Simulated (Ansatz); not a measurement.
Rows from a G0W0 calculation on BiOBr (P4/nmm) (Ansatz 0.2.0; G0W0 on r2SCAN, plane waves, PAW; 4×4×2 mesh, 281 empty bands, screening to 100 eV), in eV. Spin-orbit coupling is left out.

The database entry behind the starting cell differs from later determinations by our own check (0.1 to 0.3 % short, probably kX units), so it need not match the best structure at ambient conditions.

```csv
row,k,band,start,Σx,Σc at the solution,Vxc
A,"(0.000, -0.500, -0.500)",c1,12.004,-10.736,-3.558,-14.760
B,"(0.000, 0.000, -0.500)",v1,7.140,-19.937,2.333,-17.097
C,"(0.000, -0.500, -0.500)",v1,7.219,-21.179,2.512,-18.376
D,"(0.000, 0.000, -0.500)",c1,9.896,-9.481,-3.440,-13.227
E,"(0.000, 0.000, -0.500)",c2,10.334,-9.276,-3.641,-13.232
F,"(0.000, 0.000, -0.500)",v2,6.786,-20.068,2.676,-16.901
```

Question: Work out each quasiparticle level and how far it moved.

The quasiparticle equation reads E = start + Σx + Σc(E) − Vxc.

```csv
row,E (eV),shift (eV)
A,12.469,+0.466
B,6.633,−0.507
C,6.927,−0.291
D,10.202,+0.306
E,10.649,+0.315
F,6.295,−0.490
```

Limits: not at the basis limit; no spin-orbit coupling; coarse k mesh.

[Paths, hosts, dates, memory and timing lines, banners, echoed tables and standing remarks are left out of the program output.]

[Logs are printed without paths, hosts, clocks, repeated set-up lines and the standing remarks that a program may print on its own settings, such as how far it seeks lower states.]

[Runs of the session that timed out or met a known fault of the program may be left out.]

[Cells called generated may have been cut or substituted from an entry of the Crystallography Open Database or the Materials Project.]

[Hosts, paths, dates, database ids (printed as entryN), source tags and the programs' standing remarks are cut or masked in the printed files.]
